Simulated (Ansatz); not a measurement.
# Lattice dynamics of (KF)1(LiCl)3 [001] superlattice, started as rocksalt type

Aim: the phonons of (KF)1(LiCl)3 [001] superlattice, started as rocksalt type at a cell relaxed beforehand at this level.

Calculated with Ansatz 0.2.0; DFT LDA, scalar-relativistic, plane waves, PAW.

The structure was built from a prototype and need not be the compound's stable phase.

**1. Set-up**

It takes space group P4/mmm (No. 123, tetragonal). The conventional cell has a = 3.513 Å, b = 3.513 Å, c = 10.789 Å, α = 90.00°, β = 90.00°, γ = 90.00°. Nearest to Cl lie 5 Li at 2.46 to 2.48 Å and 1 K at 2.93 Å. Cl has 6 Li at 2.48 to 2.49 Å nearest. Nearest to F lie 4 K at 2.48 Å. Nearest to K lie 4 F at 2.48 Å and 2 Cl at 2.93 Å. Li has 5 Cl at 2.48 to 2.49 Å nearest. Li has 6 Cl at 2.46 to 2.48 Å nearest. Farther neighbours and most contacts between anions are not listed.

Coordinates:

```cif
data_structure
_symmetry_space_group_name_H-M 'P4/mmm'
_symmetry_Int_Tables_number 123
_cell_length_a 3.5125
_cell_length_b 3.5125
_cell_length_c 10.7887
_cell_angle_alpha 90.000
_cell_angle_beta 90.000
_cell_angle_gamma 90.000
_cell_volume 133.11
loop_
_atom_site_label
_atom_site_type_symbol
_atom_site_symmetry_multiplicity
_atom_site_Wyckoff_symbol
_atom_site_fract_x
_atom_site_fract_y
_atom_site_fract_z
_atom_site_occupancy
Cl1 Cl 2 g 0.00000 0.00000 0.27185 1
Cl2 Cl 1 d 0.50000 0.50000 0.50000 1
F1 F 1 c 0.50000 0.50000 0.00000 1
K1 K 1 a 0.00000 0.00000 0.00000 1
Li1 Li 2 h 0.50000 0.50000 0.26928 1
Li2 Li 1 b 0.00000 0.00000 0.50000 1
```

**2. Zone-centre response**

The cell comes from relaxations at this level that are not shown. The zone centre is the only wavevector solved here; it holds the modes that light can see, as far as symmetry allows. The response to a homogeneous field gives the Born charges and the dielectric tensor, and its change with displacement the Raman tensors.

Input file input.yaml:

```yaml
crystal:
  lattice:
    - [2.483729956, 2.483729956, 0.0]
    - [-2.483729956, 2.483729956, 0.0]
    - [0.0, 0.0, 10.7887450165]
  atoms:
    - { symbol: Cl, position: [0.0, 0.0, 0.2718482739] }
    - { symbol: Cl, position: [0.5, 0.5, 0.5] }
    - { symbol: Cl, position: [0.0, 0.0, 0.7281517261] }
    - { symbol: F, position: [0.5, 0.5, 0.0] }
    - { symbol: K, position: [0.0, 0.0, 0.0] }
    - { symbol: Li, position: [0.5, 0.5, 0.2692795895] }
    - { symbol: Li, position: [0.0, 0.0, 0.5] }
    - { symbol: Li, position: [0.5, 0.5, 0.7307204105] }
kpoints:
  mp_grid: { grid: [8, 8, 2] }
hamiltonian:
  xc: lda
scf:
  occupations: { method: fixed }
output:
  eigenvalues: true
phonons:
  method: dfpt
  dielectric: true
  rigid_motions: translations
  raman: true
```

Launch:

```sh
$ ansatz run input.yaml --threads 4 --pin off --max-ram 14336MiB --backend cpu --events-out ev --progress --plain --runs-dir out
```

Numbers of over 12 decimals in the logs are rounded to 6 here.

The program printed:

```text
Engine: ansatz 0.2.0, aarch64-unknown-linux-gnu
Pseudopotentials: kind: paw
Pseudopotential: Cl, paw, valence charge 7, recommended cutoff 420 eV (normal), Cl.paw.azcp
Pseudopotential: F, paw, valence charge 7, recommended cutoff 420 eV (normal), F.paw.azcp
Pseudopotential: K, paw, valence charge 9, recommended cutoff 420 eV (normal), K.paw.azcp
Pseudopotential: Li, paw, valence charge 3, recommended cutoff 420 eV (normal), Li.paw.azcp
Functional definition: SPW92
  exchange = slater_x
  correlation = pw_c
Crystal: 8 atoms, lattice volume = 133.110 Å³
Basis set: ecut = 420 eV, 2593 PW (Γ), exchange–correlation on 48×48×150 points (8 copies of the dense FFT grid, shifted against one another)
Bands: 31, of which v1, the nominal top of the filled ones, is band 23 counted from 1 (22 counted from 0)
Symmetry: 16 space group operations
k-points: 42 of 128 (irreducible under 2 space group operations, time reversal used)
Non-local potential: Cl, projectors of the file, l = 0: 2, l = 1: 2, l = 2: 2
Non-local potential: F, projectors of the file, l = 0: 2, l = 1: 2, l = 2: 1
Non-local potential: K, projectors of the file, l = 0: 3, l = 1: 2, l = 2: 2
Non-local potential: Li, projectors of the file, l = 0: 3, l = 1: 2, l = 2: 1
PAW form: soft (Blöchl's): semilocal exchange-correlation on the pseudo side does not see the compensation charge
PAW frozen core: Cl, regenerated for the run's functional, and the local potential with it (the file was generated under x = pbe(κ = 0.804, μ = 0.219515), c = pbe(β = 0.066725))
PAW frozen core: F, regenerated for the run's functional, and the local potential with it (the file was generated under x = pbe(κ = 0.804, μ = 0.219515), c = pbe(β = 0.066725))
PAW frozen core: K, regenerated for the run's functional, and the local potential with it (the file was generated under x = pbe(κ = 0.804, μ = 0.219515), c = pbe(β = 0.066725))
PAW one-centre angular grid: Cl, 110 points (default); XC on 64 Gauss nodes
PAW one-centre angular grid: F, 110 points (default); XC on 64 Gauss nodes
PAW one-centre angular grid: K, 110 points (default); XC on 64 Gauss nodes
PAW one-centre angular grid: Li, 110 points (default); XC on 64 Gauss nodes
Initial density: superposition of atomic densities (neutral atoms: chi_scale 0, normalization atom), corrected by the library's trained network
Initial wavefunctions: pseudopotential atomic-orbital guess
Functional: x = slater, c = lda
SCF iter   1: F=—  HF=-6040.839772 eV  |F-HF|=—  |Δ(HF+E_count)|=         —  Δρ=1.14e-2  dr2=1.35e-1  ethr=1.77e-3  ⟨swp⟩=4.7  Hψ=4711  notcnv=0  defer=210
preconditioner: auto → Resta (q_TF=auto, 2.286 Å⁻¹)  ε∞=3.1  [insulator: Δε(μ)=5.577 eV  Ē_g=13.754 eV  n_scr=26 (ndim 8)  ℏωp=19.8 eV  f_vac=0.016  ε∞_Penn≈3.1]
SCF iter   2: F=—  HF=-6040.796782 eV  |F-HF|=—  |Δ(HF+E_count)|=   4.30e-2  Δρ=5.27e-3  dr2=1.75e-2  ethr=2.93e-4  ⟨swp⟩=2.0  Hψ=2518  notcnv=0  defer=239
SCF iter   3: F=—  HF=-6040.790932 eV  |F-HF|=—  |Δ(HF+E_count)|=   5.85e-3  Δρ=2.04e-3  dr2=4.32e-3  ethr=3.81e-5  ⟨swp⟩=2.0  Hψ=2066  notcnv=0  defer=247
SCF iter   4: F=—  HF=-6040.789590 eV  |F-HF|=—  |Δ(HF+E_count)|=   1.34e-3  Δρ=3.88e-4  dr2=1.58e-4  ethr=9.39e-6  ⟨swp⟩=2.0  Hψ=2238  notcnv=0  defer=250
SCF iter   5: F=—  HF=-6040.789582 eV  |F-HF|=—  |Δ(HF+E_count)|=   8.16e-6  Δρ=5.74e-5  dr2=4.15e-6  ethr=3.43e-7  ⟨swp⟩=2.0  Hψ=2199  notcnv=0  defer=147
SCF iter   6: F=—  HF=-6040.789586 eV  |F-HF|=—  |Δ(HF+E_count)|=   4.00e-6  Δρ=1.56e-5  dr2=4.34e-7  ethr=9.02e-9  ⟨swp⟩=2.2  Hψ=1721  notcnv=0  defer=127
SCF iter   7: F=—  HF=-6040.789586 eV  |F-HF|=—  |Δ(HF+E_count)|=   2.00e-8  Δρ=2.84e-6  dr2=1.78e-8  ethr=9.43e-10  ⟨swp⟩=2.8  Hψ=2160  notcnv=0  defer=127
SCF iter   8: F=—  HF=-6040.789586 eV  |F-HF|=—  |Δ(HF+E_count)|=   3.43e-9  Δρ=7.42e-7  dr2=1.34e-9  ethr=3.88e-11  ⟨swp⟩=2.0  Hψ=1782  notcnv=0  defer=129
SCF iter   9: F=—  HF=-6040.789586 eV  |F-HF|=—  |Δ(HF+E_count)|=  2.47e-10  Δρ=2.62e-7  dr2=1.14e-10  ethr=2.92e-12  ⟨swp⟩=2.1  Hψ=1823  notcnv=0  defer=129
SCF iter  10: F=-6040.789586 eV  HF=-6040.789586 eV  |F-HF|=1.82e-12  |Δ(HF+E_count)|=  1.82e-11  Δρ=4.98e-8  dr2=4.47e-12  ethr=1.00e-12  ⟨swp⟩=13.1  Hψ=7926  notcnv=0
SCF 1 converged in 10 iterations: F = -6040.789586 eV  dr2 = 4.47e-12
  greatest PAW one-centre occupation: 1.000 electrons in one spin orbital (limit 2), on the Li atom at site 6 (counted from 0), in its partial waves of l = 0
DFPT response loops at Γ: preconditioner auto → Resta (q_TF=auto, 2.286 Å⁻¹)  ε∞=3.2 (no band partly filled); β = 1.00, the filter's whole step (`scf.mixing.beta` (0.50) is not read by the response loops at its default; to damp them type it under 1.00, their step now; it binds the ground state too); Broyden in place of MSR1
── the response to a field inside a basis, on 8×8×4 k-points: an SCF that follows is theirs, and a resumed run solves both again ──
Bands: 24, of which v1, the nominal top of the filled ones, is band 23 counted from 1 (22 counted from 0)
k-points: 20 of 256
Initial density: handed on by an earlier stage of this run
Initial wavefunctions: pseudopotential atomic-orbital guess (no wavefunctions were taken with the density)
Eigensolver: Dense (20 Hₖ)
SCF iter   1: F=—  HF=-6040.770401 eV  |F-HF|=—  |Δ(HF+E_count)|=         —  Δρ=3.51e-4  dr2=3.83e-5  ethr=1.00e-1
preconditioner: auto → Resta (q_TF=auto, 2.286 Å⁻¹)  ε∞=3.6  [insulator: Δε(μ)=6.173 eV  Ē_g=12.330 eV  n_scr=26 (ndim 8)  ℏωp=19.8 eV  f_vac=0.009  ε∞_Penn≈3.6]
SCF iter   2: F=—  HF=-6040.770392 eV  |F-HF|=—  |Δ(HF+E_count)|=   8.51e-6  Δρ=1.34e-4  dr2=1.17e-5  ethr=8.33e-8
SCF iter   3: F=—  HF=-6040.770391 eV  |F-HF|=—  |Δ(HF+E_count)|=   1.27e-6  Δρ=7.30e-5  dr2=1.66e-6  ethr=2.54e-8
SCF iter   4: F=—  HF=-6040.770391 eV  |F-HF|=—  |Δ(HF+E_count)|=   1.67e-7  Δρ=3.99e-6  dr2=1.79e-8  ethr=3.62e-9
SCF iter   5: F=—  HF=-6040.770391 eV  |F-HF|=—  |Δ(HF+E_count)|=   1.13e-9  Δρ=1.02e-6  dr2=1.80e-9  ethr=3.90e-11
SCF iter   6: F=—  HF=-6040.770391 eV  |F-HF|=—  |Δ(HF+E_count)|=  3.15e-10  Δρ=1.93e-7  dr2=1.17e-10  ethr=3.90e-12
SCF iter   7: F=-6040.770391 eV  HF=-6040.770391 eV  |F-HF|=4.55e-12  |Δ(HF+E_count)|=  3.18e-11  Δρ=5.95e-8  dr2=6.59e-12  ethr=1.00e-12
SCF 1 converged in 7 iterations: F = -6040.770391 eV  dr2 = 6.59e-12
DFPT response loops at Γ: preconditioner auto → Resta (q_TF=auto, 2.286 Å⁻¹)  ε∞=3.1 (no band partly filled); β = 1.00, the filter's whole step (`scf.mixing.beta` (0.50) is not read by the response loops at its default; to damp them type it under 1.00, their step now; it binds the ground state too); Broyden in place of MSR1
DFPT response loops at Γ: mixed as the last ones told, above
[...]
ASR residual per site (eV/Å²): 2.05e-5 7.95e-6 2.05e-5 4.47e-5 4.10e-5 6.63e-6 1.18e-5 6.63e-6
  Γ frequencies (cm⁻¹): -161.00 0.00 0.00 0.00 50.67 50.67 81.84 81.84 120.85 120.85 154.06 163.29 204.89 231.23 231.23 236.80 236.80 239.46 239.46 240.82 273.13 277.23 277.23 329.10
  ε∞ (high-frequency dielectric tensor):
        2.795713     0.000000     0.000000
        0.000000     2.795713     0.000000
        0.000000     0.000000     2.714574
  softest optical mode at Γ: -161.00 cm⁻¹; the repairs (sum rule, projections) moved no ω² at Γ by more than (1.48 cm⁻¹)²
  Born effective charges Z* (e; rows j = field, columns β = displacement):
    site 0:
        -1.18044    0.00000   -0.00000
        -0.00000   -1.18044    0.00000
         0.00000    0.00000   -0.92081
    site 1:
        -1.15584    0.00000   -0.00000
         0.00000   -1.15584    0.00000
         0.00000    0.00000   -0.99917
    site 2:
        -1.18044    0.00000   -0.00000
        -0.00000   -1.18044    0.00000
         0.00000    0.00000   -0.92081
    site 3:
        -1.24882   -0.00000   -0.00000
        -0.00000   -1.24882    0.00000
         0.00000    0.00000   -1.30547
    site 4:
         1.17574   -0.00000   -0.00000
         0.00000    1.17574    0.00000
         0.00000    0.00000    1.18946
    site 5:
         1.21258   -0.00000   -0.00000
         0.00000    1.21258    0.00000
         0.00000    0.00000    0.98517
    site 6:
         1.16463   -0.00000   -0.00000
         0.00000    1.16463    0.00000
         0.00000    0.00000    0.98647
    site 7:
         1.21258   -0.00000    0.00000
         0.00000    1.21258    0.00000
        -0.00000   -0.00000    0.98517
  Z* charge neutrality: 4.007e-3 e pre-enforcement
  solved inside a basis spanned on kpoints, on 8×8×4 k-points: ε∞ is read to err by 7.4e-3, Z* by 1.0e-2 e (field_mesh: kpoints solves on kpoints); Z* is corrected for what the basis lacks
  Raman tensors (in the event stream and the table raman_tensors.tsv): an entry may err by 2.1e-2 Å², one of the second-order susceptibility by 1.6e-20 pm/V (basis, points and sum rule); their sum over the sites missed zero by 2.220e-16 Å² ahead of its enforcement
  optical modes at Γ without the LO–TO term, one row a degenerate level:
      ω (cm⁻¹)  modes    IR ((D/Å)²/amu)  static Raman (Å⁴/amu)  depolarisation
       -161.00      1             7.5851                 0.0000               —
         50.67      2             0.1198                 0.0000               —
         81.84      2             0.0000                 0.1126           0.750
        120.85      2             0.0125                 0.0000               —
        154.06      1             0.0000                 3.6734           0.316
        163.29      1             1.5062                 0.0000               —
        204.89      1             1.3994                 0.0000               —
        231.23      2            30.1323                 0.0000               —
        236.80      2             0.0000                 0.1352           0.750
        239.46      2             2.1404                 0.0000               —
        240.82      1             0.0113                 0.0000               —
        273.13      1             0.0000                 3.9531           0.028
        277.23      2             6.9502                 0.0000               —
        329.10      1             3.8437                 0.0000               —
  optical modes at Γ + LO–TO along q̂ = [1.0000, 0.0000, 0.0000]:
      ω (cm⁻¹)  modes    IR ((D/Å)²/amu)  static Raman (Å⁴/amu)  depolarisation
       -161.00      1             7.5851                 0.0000               —
         50.67      1             0.0599                 0.0000               —
         51.76      1             0.0063                 0.0000               —
         81.84      2             0.0000                 0.1126           0.750
        120.85      1             0.0062                 0.0000               —
        120.89      1             0.0005                 0.0000               —
        154.06      1             0.0000                 3.6734           0.316
        163.29      1             1.5062                 0.0000               —
        204.89      1             1.3994                 0.0000               —
        231.23      1            15.0661                 0.0000               —
        236.80      2             0.0000                 0.1352           0.750
        238.88      1             0.0020                 0.0000               —
        239.46      1             1.0702                 0.0000               —
        240.82      1             0.0113                 0.0000               —
        268.30      1             0.1559                 0.0000               —
        273.13      1             0.0000                 3.9531           0.028
        277.23      1             3.4751                 0.0000               —
        329.10      1             3.8437                 0.0000               —
        413.85      1            19.5129                 0.0000               —
  optical modes at Γ + LO–TO along q̂ = [0.0000, 1.0000, 0.0000]:
      ω (cm⁻¹)  modes    IR ((D/Å)²/amu)  static Raman (Å⁴/amu)  depolarisation
       -161.00      1             7.5851                 0.0000               —
         50.67      1             0.0599                 0.0000               —
         51.76      1             0.0063                 0.0000               —
         81.84      2             0.0000                 0.1126           0.750
        120.85      1             0.0062                 0.0000               —
        120.89      1             0.0005                 0.0000               —
        154.06      1             0.0000                 3.6734           0.316
        163.29      1             1.5062                 0.0000               —
        204.89      1             1.3994                 0.0000               —
        231.23      1            15.0661                 0.0000               —
        236.80      2             0.0000                 0.1352           0.750
        238.88      1             0.0020                 0.0000               —
        239.46      1             1.0702                 0.0000               —
        240.82      1             0.0113                 0.0000               —
        268.30      1             0.1559                 0.0000               —
        273.13      1             0.0000                 3.9531           0.028
        277.23      1             3.4751                 0.0000               —
        329.10      1             3.8437                 0.0000               —
        413.85      1            19.5129                 0.0000               —
  optical modes at Γ + LO–TO along q̂ = [0.0000, 0.0000, 1.0000]:
      ω (cm⁻¹)  modes    IR ((D/Å)²/amu)  static Raman (Å⁴/amu)  depolarisation
        -12.56      1             1.9606                 0.0000               —
         50.67      2             0.1198                 0.0000               —
         81.84      2             0.0000                 0.1126           0.750
        120.85      2             0.0125                 0.0000               —
        154.06      1             0.0000                 3.6734           0.316
        181.18      1             0.4841                 0.0000               —
        231.23      2            30.1323                 0.0000               —
        235.92      1             2.0703                 0.0000               —
        236.80      2             0.0000                 0.1352           0.750
        239.46      2             2.1404                 0.0000               —
        241.78      1             0.4648                 0.0000               —
        273.13      1             0.0000                 3.9531           0.028
        277.23      2             6.9502                 0.0000               —
        383.30      1             9.3657                 0.0000               —
[key lines of the parts left out:]
SCF converged after 10 iterations
Free energy (F): -6040.789586 eV
Fermi energy:    1.770631 eV
```

Wall time 2.9 min (4 threads of Arm Neoverse V2, shared host); peak memory 1.8 GiB.

Reading the cycles: dr2 is the Hartree energy of the density residual (eV), the measure of convergence; HF is the Harris–Foulkes estimate of the energy, which meets the free energy F at convergence.

A gap read on the k-mesh alone can miss the band edges.

Numbers from this step:

```
gap on the k-mesh                                       : 5.953 eV
volume per atom                                         : 16.64 Å³
sum-rule residual before enforcement                    : 4.47e-5 eV/Å²
miss of the charge sum rule                             : 0.004007 e
estimated error of the dielectric tensor                : 0.007422
estimated error of the Born charges                     : 0.01021 e
point group                                             : 4/mmm
highest optical mode at the zone centre (no LO-TO term) : 329.1 cm⁻¹
lowest optical zone-centre mode                         : -161 cm⁻¹
mean high-frequency dielectric constant                 : 2.769
largest Born charge (third of the trace)                : -1.268 e
top of the zone-centre spectrum with the field          : 413.9 cm⁻¹
```

Without the LO-TO term. Patterns of degenerate modes are one choice out of their space. Modes at Γ, with each element's share of the kinetic energy (negative means imaginary):

```
mode  frequency (cm⁻¹)  symmetry  Cl %  F %  K %  Li %
   1            -161.0       A2u     1   62    0    37
   2               0.0  acoustic    57   10   21    11
   3               0.0  acoustic    57   10   21    11
   4               0.0  acoustic    57   10   21    11
   5              50.7        Eu    29   20   48     3
   6              50.7        Eu    29   20   48     3
   7              81.8        Eg    87    0    0    13
   8              81.8        Eg    87    0    0    13
   9             120.8        Eu    84    0    0    16
  10             120.8        Eu    84    0    0    16
  11             154.1       A1g    74    0    0    26
  12             163.3       A2u    54    0   45     1
  13             204.9       A2u    51   12    6    31
  14             231.2        Eu    15    0    0    85
  15             231.2        Eu    15    0    0    85
  16             236.8        Eg    13    0    0    87
  17             236.8        Eg    13    0    0    87
  18             239.5        Eu    16    0    0    84
  19             239.5        Eu    16    0    0    84
  20             240.8       A2u    28   11   26    35
  21             273.1       A1g    26    0    0    74
  22             277.2        Eu     0   70   29     1
  23             277.2        Eu     0   70   29     1
  24             329.1       A2u     9    4    2    85
```

Displacements in mode 1 (-161.0 cm⁻¹), the largest set to 1:
```
Cl1  0.00  0.00 -0.03
Cl2  0.00  0.00 -0.08
Cl3  0.00  0.00 -0.03
F4   0.00  0.00  1.00
K5   0.00  0.00  0.00
Li6  0.00  0.00 -0.89
Li7  0.00  0.00 -0.25
Li8  0.00  0.00 -0.89
```

Displacements in mode 8 (81.8 cm⁻¹), the largest set to 1:
```
Cl1 -0.03 -1.00  0.00
Cl2  0.00  0.00  0.00
Cl3  0.03  1.00  0.00
F4   0.00  0.00  0.00
K5   0.00  0.00  0.00
Li6 -0.03 -0.87  0.00
Li7  0.00  0.00  0.00
Li8  0.03  0.87  0.00
```

(Part 1 of 2 ends here.)

[Logs are printed without paths, hosts, clocks, repeated set-up lines and the standing remarks that a program may print on its own settings, such as how far it seeks lower states.]

[Hosts, paths, dates, database ids (printed as entryN), source tags and the programs' standing remarks are cut or masked in the printed files.]
